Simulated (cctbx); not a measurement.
## Occupancies in Ga16Ir6Pd7

Cell a = 12.2180 Å, b = 12.2180 Å, c = 12.2180 Å, α = 90.00°, β = 90.00°, γ = 90.00°; space group Fm-3m (no. 225); nominal formula Ga16Ir6Pd7.

Simulated single-crystal data (cctbx): Mo Kα, λ = 0.71073 Å, to d = 0.84 Å, 50 % of the full sphere, strongest reflection 5000 counts, noise from counting, a 3 % proportional error and a noise floor of 15 counts (s.d.); no absorption.

With every site full:

```text
Rint 0.124, 113 unique reflections to 0.84 A
cycle     R1     wR2    GooF  max shift (A)
   1  0.1011  0.1839   4.104   0.00294
   2  0.0265  0.0457   1.020   0.00001
final R1 0.0265 wR2 0.0457 GooF 1.020  parameters 13  data/parameter 8.7
atom        x        y        z      Ueq    occ   su(xyz)  su(Uiso or U11)
Ir1    0.72644  0.00000  0.00000   0.0105  1.000  0.00013  0.0007
Pd1    0.00000  0.75000  0.75000   0.0366  1.000  0.00000  0.0024
Pd2    0.00000  0.00000  0.00000   0.0133  1.000  0.00000  0.0016
Ga2    0.35259  0.85259  0.85259   0.0286  1.000  0.00021  0.0010
Ga3    0.12354  0.62354  0.62354   0.0201  1.000  0.00017  0.0007
difference map: max 7.26 min -4.20 rms 0.95
Q1    0.0000  0.0000  0.5000    4    7.26  2.77 A from Ir1
Q2    0.0496  0.0496  0.4504   32    4.85  2.07 A from Ga2
Q3    0.0925  0.1703  0.1703   96    3.15  0.89 A from Ga3
Q4    0.0340  0.0340  0.1659   96    2.69  1.44 A from Ir1
Q5    0.1054  0.1054  0.3946   32    2.64  0.89 A from Ga2
Q6    0.1299  0.2500  0.2500   48    2.61  1.59 A from Pd1
```

With the occupancies of the suspect sites free, each still typed as its main element:

```text
Rint 0.124, 113 unique reflections to 0.84 A
cycle     R1     wR2    GooF  max shift (A)
   1  0.1006  0.1787   4.027   0.00037
   3  0.0262  0.0452   1.020   0.00011
final R1 0.0262 wR2 0.0452 GooF 1.019  parameters 15  data/parameter 7.5
atom        x        y        z      Ueq    occ   su(xyz)  su(Uiso or U11)
Ir1    0.72644  0.00000  0.00000   0.0104  1.000  0.00013  0.0007
Pd1    0.00000  0.75000  0.75000   0.0361  0.995  0.00000  0.0027
Pd2    0.00000  0.00000  0.00000   0.0133  1.000  0.00000  0.0016
Ga2    0.35256  0.85256  0.85256   0.0287  1.000  0.00021  0.0010
Ga3    0.12353  0.62353  0.62353   0.0211  1.016  0.00017  0.0012
su of occupancy Pd1: 0.015
su of occupancy Ga3: 0.016
difference map: max 7.21 min -4.20 rms 0.94
Q1    0.0000  0.0000  0.5000    4    7.21  2.77 A from Ir1
Q2    0.0496  0.0496  0.4504   32    4.85  2.07 A from Ga2
Q3    0.0924  0.1718  0.1718   96    3.20  0.92 A from Ga3
Q4    0.0340  0.0340  0.1657   96    2.67  1.44 A from Ir1
Q5    0.1301  0.2500  0.2500   48    2.64  1.59 A from Pd1
Q6    0.1054  0.1054  0.3946   32    2.62  0.89 A from Ga2
```

**Question.** What is the disorder?

X-rays count electrons. Pd1 refines to 0.995(0.015), or 45.8 electrons; the site truly holds 0.95 Pd and 0.05 Ga, 45.2 electrons, which is 0.984 of Pd; Ga3 refines to 1.016(0.016), or 31.5 electrons; the site truly holds 0.9625 Ga and 0.0375 Pd, 31.6 electrons, which is 1.018 of Ga. All are within 3 s.u. of full, so these data don't show the disorder. Occupancy correlates with U and the scale, and the two elements' form factors differ in shape, so the match is approximate.

Freeing them takes R1 from 0.0265 to 0.0262 and GooF from 1.02 to 1.02.

This is a model crystal, built by substitution and not relaxed, with assumed displacement parameters.

[Middle refinement cycles are left out of these outputs.]

[Logs are printed without paths, hosts, clocks, repeated set-up lines and the standing remarks that a program may print on its own settings, such as how far it seeks lower states.]
